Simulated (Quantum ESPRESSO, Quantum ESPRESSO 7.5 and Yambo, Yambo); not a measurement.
**WS2 (Tungstenite): Bethe-Salpeter spectra with Yambo**

How far does the k mesh set the exciton binding of WS2 (Tungstenite)?

Method: PBE and many-body steps on it, plane waves, in Quantum ESPRESSO 7.5 and Yambo 5.3.0.

## 1. The starting structure

Symmetry: P6_3/mmc, No. 194, hexagonal system. The conventional cell has a = 3.153 Å, b = 3.153 Å, c = 12.323 Å, α = 90.00°, β = 90.00°, γ = 120.00°. Nearest to W lie 6 S at 2.40 Å. S has 3 W at 2.40 Å nearest. Farther neighbours and most contacts between anions are not listed.

Coordinates:

```cif
data_structure
_symmetry_space_group_name_H-M 'P6_3/mmc'
_symmetry_Int_Tables_number 194
_cell_length_a 3.1532
_cell_length_b 3.1532
_cell_length_c 12.3230
_cell_angle_alpha 90.000
_cell_angle_beta 90.000
_cell_angle_gamma 120.000
_cell_volume 106.11
loop_
_atom_site_label
_atom_site_type_symbol
_atom_site_symmetry_multiplicity
_atom_site_Wyckoff_symbol
_atom_site_fract_x
_atom_site_fract_y
_atom_site_fract_z
_atom_site_occupancy
W1 W 2 c 0.33333 0.66667 0.25000 1
S1 S 4 f 0.33333 0.66667 0.62250 1
```

The cell and positions come from the Crystallography Open Database and are kept as given unless a step says otherwise. Spin-orbit coupling is left out unless a step names it.

## 2. Empty states on the mesh, 3×3×1 mesh, 111 bands

This step: Quantum ESPRESSO 7.5; DFT, PBE, plane waves, norm-conserving pseudopotentials.

The sums over transitions need many empty states on a uniform mesh; this step solves for them.

File pw.in:

```
&control
  calculation = 'nscf'
  prefix = 'x'
  outdir = 'o'
  pseudo_dir = 'pseudo'
/
&system
  ibrav = 0
  nat = 6
  ntyp = 2
  ecutwfc = 62.0
  nbnd = 111
  force_symmorphic = .true.
/
&electrons
  conv_thr = 1e-9
  electron_maxstep = 80
  diago_full_acc = .true.
  diago_thr_init = 5e-6
/
ATOMIC_SPECIES
  W 183.84 W.upf
  S 32.06 S.upf
CELL_PARAMETERS angstrom
  3.1532000000 0.0000000000 0.0000000000
  -1.5766000000 2.7307513032 0.0000000000
  0.0000000000 0.0000000000 12.3230000000
ATOMIC_POSITIONS crystal
  W 0.3333333333 0.6666666667 0.2500000000
  W 0.6666666667 0.3333333333 0.7500000000
  S 0.3333333333 0.6666666667 0.6225000000
  S 0.6666666667 0.3333333333 0.1225000000
  S 0.3333333333 0.6666666667 0.8775000000
  S 0.6666666667 0.3333333333 0.3775000000
K_POINTS automatic
  3 3 1 0 0 0
```

The run is started by

```sh
OMP_NUM_THREADS=1 mpirun -n 16 pw.x -nk 4 -in pw.in > pw.out
```

Log:

```text
Program PWSCF v.7.5 starts

     This program is part of the open-source Quantum ESPRESSO suite
     for quantum simulation of materials; please cite
         "P. Giannozzi et al., J. Phys.:Condens. Matter 21 395502 (2009);
         "P. Giannozzi et al., J. Phys.:Condens. Matter 29 465901 (2017);
         "P. Giannozzi et al., J. Chem. Phys. 152 154105 (2020);
     in publications or presentations arising from this work. More details at

     Atomic positions and unit cell read from directory:
     o/x.save/

     Message from routine setup:
[...]
49.4361  49.6088  50.5618  50.9262  51.4826  51.5157  51.5199

          k = 0.3333 0.5774 0.0000 (  5862 PWs)   bands (ev):

[...]
43.4065  43.4065  44.3228  44.3228  45.6841  46.0449  46.6696  46.6696
    46.8323  46.8597  46.8597  46.9967  47.6192  47.6192  48.6753  49.2651
    49.2651  49.4536  49.4536  49.6758  49.9659  50.1128  50.5431

     highest occupied, lowest unoccupied level (ev):    11.7694   13.0744

     XML data file, pseudopotentials, collected wavefunctions

=------------------------------------------------------------------------------=
   JOB DONE.
=------------------------------------------------------------------------------=
```

Run time: 2.6 s. Hardware: 16 MPI ranks of Arm Neoverse V2, shared host; peak memory 0.87 GiB; 40 s of CPU time.

Numbers from this step:

```yaml
gap: 1.305 eV
k_of_the_valence_top: 0, 0, 0
k_of_the_conduction_bottom: 0.3333, 0.3333, 0
least_direct_gap: 1.837 eV
k_points_computed: 3
lowest_point_of_the_top_converged_band_above_the_valence_top: 38.77 eV
```

On this mesh the gap is 1.305 eV.

The density comes from a self-consistent run that is not shown.

## 3. Conversion and set-up

This step: Yambo 5.3.0; conversion and set-up on PBE, plane waves, norm-conserving pseudopotentials.

The states are converted to the many-body program's format and the q mesh is built.

The run is started by

```sh
(cd o/x.save; p2y > p2y.log; mv SAVE ../..); yambo > setup.log
```

Log:

```text
 Yambo, version 5.3.0

 [02] CORE Variables Setup
 =========================

  [02.01] Unit cells
  ==================

  Cell kind             :  HCP
  Atoms in the cell     :  W  S
  number of W  atoms    :  2
  number of S  atoms    :   4

  List of atomic masses
  Mass of W     :  183.8400
  Mass of S     :  32.06000

  List of atomic coordinates    : [cc]
  W1       : -0.29793E-09   3.4402       5.8218      order 1
  W2       :   2.97934   1.72012  17.46532  order 2
  S1       : -0.29793E-09   3.4402       14.496      order 3
[...]
0.000000  0.000000  0.000000  0.000000  0.000000  0.000000  0.000000  0.000000

 [03] Transferred momenta grid and indexing
 ==========================================

 IBZ Q-points                                      :  3
 BZ  Q-points                                      :   9

 K/Q-points units:
 rlu = crystal or reduced units; cc = cartesian coordinates; iku = interal k-units

 Q [1]          [rlu]:  0.000000  0.000000  0.000000
 Q [2]          [rlu]:  0.30223E-17  0.33333       0.0000
 Q [3]          [rlu]:  0.333333  0.333333  0.000000

  [03.01] X indexes
  =================

   [03.01.01] Sigma indexes
   ========================

 [06] Game Over & Game summary
```

Elapsed: 1.9 s, on 1 MPI rank; peak memory 0.24 GiB.

## 4. Screening and self-energy, 3×3×1 mesh, 111 bands, screening to 95.2 eV

Now the one-shot GW correction: screening in the RPA, then the self-energy of the levels asked for.

This step: G0W0 on PBE, plane waves, norm-conserving pseudopotentials.

File gw1.in:

```
HF_and_locXC
gw0
dyson
ppa
em1d
rim_cut
RandQpts= 1000000
RandGvec= 1 RL
EXXRLvcs= 62 Ry
VXCRLvcs= 248 Ry
Chimod= "HARTREE"
% BndsRnXp
 1 | 111 |
%
NGsBlkXp= 7 Ry
% LongDrXp
 1 | 1 | 1 |
%
% GbndRnge
 1 | 111 |
%
DysSolver= "n"
ExtendOut
PPAPntXp= 27.21138 eV
% QPkrange
 1 | 1 | 25 | 28 |
 3 | 3 | 25 | 28 |
%
```

The run is started by

```sh
OMP_NUM_THREADS=2 mpirun -n 8 yambo -F gw1.in -J gw1 -C gw1 > gw1.log
```

Log:

```text
 Yambo, version 5.3.0

 [02] CORE Variables Setup
 =========================

  [... cell, symmetries and grids as in the set-up ...]

  [02.05] Energies & Occupations
  ==============================

  [X] === General ===
  [X] Electronic Temperature                        :  0.000000  0.000000 [eV K]
  [X] Bosonic    Temperature                        :  0.000000  0.000000 [eV K]
  [X] Finite Temperature mode                       : no
  [X] El. density                                   :  0.49006E+24 [cm-3]
[...]
QP @ state[ 1 ] b range                          :  25  28
   QP @ state[ 2 ] K range                          :  3  3
   QP @ state[ 2 ] b range                          :  25  28
   GF energies kind                                 : Perdew, Burke & Ernzerhof(X)+Perdew, Burke & Ernzerhof(C)
   GF WF`s kind                                     : Perdew, Burke & Ernzerhof(X)+Perdew, Burke & Ernzerhof(C)
   Xs energies kind                                 : Perdew, Burke & Ernzerhof(X)+Perdew, Burke & Ernzerhof(C)
   Xs WF`s kind                                     : Perdew, Burke & Ernzerhof(X)+Perdew, Burke & Ernzerhof(C)

 [11] Game Over & Game summary
```

The job ended after 6.8 s (8 MPI ranks; peak memory 2.6 GiB).

This step gave:

```
G0W0 gap on the points computed              : 2.015 eV
starting gap on the mesh                     : 1.305 eV
k of the valence top                         : 0, 0, 0
k of the conduction bottom                   : 0.3333, 0.3333, 0
least direct G0W0 gap on the computed points : 2.582 eV
```

The gap on the mesh goes from 1.31 eV to 2.01 eV, a correction of +0.71 eV.

The gap opens by 0.710 eV; the next steps shift the empty bands rigidly by 0.746 eV, the correction at the start's least direct gap. The exciton steps add spin-orbit coupling, which this shift does not hold.

## 5. Empty states on the mesh, 3×3×1 mesh, 100 bands

This step: Quantum ESPRESSO 7.5; DFT, PBE with spin-orbit coupling, plane waves, norm-conserving pseudopotentials.

pw.in, as its differences from that of step 2:

```diff
@@ -11,4 +11,6 @@
   ecutwfc = 62.0
-  nbnd = 111
+  nbnd = 100
   force_symmorphic = .true.
+  noncolin = .true.
+  lspinorb = .true.
 /
```

The run is started by

```sh
OMP_NUM_THREADS=1 mpirun -n 16 pw.x -nk 4 -in pw.in > pw.out
```

Log:

```text
[banner, memory and clock lines left out]
Program PWSCF v.7.5 starts

     Atomic positions and unit cell read from directory:
     o/x.save/

     Message from routine setup:
     using ibrav=0 with symmetry is DISCOURAGED, use correct ibrav instead

     Message from routine divide_et_impera:
     suboptimal parallelization: some nodes have no k-points

     bravais-lattice index     =            0
     lattice parameter (alat)  =       5.9587  a.u.
     unit-cell volume          =     716.0556 (a.u.)^3
     number of atoms/cell      =            6
[...]
-3.8663  -3.8663  -3.6345  -3.6345  -2.3220  -2.3220  -1.8835  -1.8835
[...]
24.3136  24.3136  24.4869  24.4869

          k = 0.0000 0.3849 0.0000 (  5917 PWs)   bands (ev):

[...]
25.0238  25.0238  25.1639  25.1639

          k = 0.3333 0.5774 0.0000 (  5862 PWs)   bands (ev):

[...]
22.0585  22.0585  22.2176  22.2176  22.4010  22.4010  22.6333  22.6334
    22.8558  22.8558  23.4531  23.4531  23.8215  23.8215  23.9076  23.9076
    24.3853  24.3853  24.4303  24.4304

     highest occupied, lowest unoccupied level (ev):    11.7931   13.0264

     XML data file, pseudopotentials, collected wavefunctions
```

Wall time 4.2 s (16 MPI ranks); peak memory 1.1 GiB; 65 s of CPU time.

This step gave:

| Quantity | Value |
| --- | --- |
| gap | 1.233 eV |
| k of the valence top | 0, 0, 0 |
| k of the conduction bottom | 0.3333, 0.3333, 0 |
| least direct gap | 1.649 eV |
| k points computed | 3 |
| lowest point of the top converged band, above the valence top | 12.64 eV |

On this mesh the gap is 1.233 eV.

The density comes from a self-consistent run that is not shown, made with spin-orbit coupling and fully relativistic files.

## 6. Conversion and set-up

This step: Yambo 5.3.0; conversion and set-up on PBE with spin-orbit coupling, plane waves, norm-conserving pseudopotentials.

The run is started by

```sh
(cd o/x.save; p2y > p2y.log; mv SAVE ../..); yambo > setup.log
```

Log:

```text
 Yambo, version 5.3.0

 [02] CORE Variables Setup
 =========================

  [02.01] Unit cells
  ==================

  Cell kind             :  HCP
  Atoms in the cell     :  W  S
  number of W  atoms    :  2
  number of S  atoms    :   4

  List of atomic masses
  Mass of W     :  183.8400
  Mass of S     :  32.06000

  List of atomic coordinates    : [cc]
  W1       : -0.29793E-09   3.4402       5.8218      order 1
  W2       :   2.97934   1.72012  17.46532  order 2
  S1       : -0.29793E-09   3.4402       14.496      order 3
[...]
0.000000  0.000000  0.000000  0.000000

 [03] Transferred momenta grid and indexing
 ==========================================

 IBZ Q-points                                      :  3
 BZ  Q-points                                      :   9

 K/Q-points units:
 rlu = crystal or reduced units; cc = cartesian coordinates; iku = interal k-units

 Q [1]          [rlu]:  0.000000  0.000000  0.000000
 Q [2]          [rlu]:  0.30223E-17  0.33333       0.0000
 Q [3]          [rlu]:  0.333333  0.333333  0.000000

  [03.01] X indexes
  =================

   [03.01.01] Sigma indexes
   ========================

 [06] Game Over & Game summary
```

The job ended after 2.3 s (1 MPI rank; peak memory 0.24 GiB).

(Part 1 of 4 ends here.)

[Paths, hosts, dates, memory and timing lines, banners, echoed tables and standing remarks are left out of the program output.]

[Logs are printed without paths, hosts, clocks, repeated set-up lines and the standing remarks that a program may print on its own settings, such as how far it seeks lower states.]

[Runs of the session that timed out or met a known fault of the program may be left out.]

[Hosts, paths, dates, database ids (printed as entryN), source tags and the programs' standing remarks are cut or masked in the printed files.]
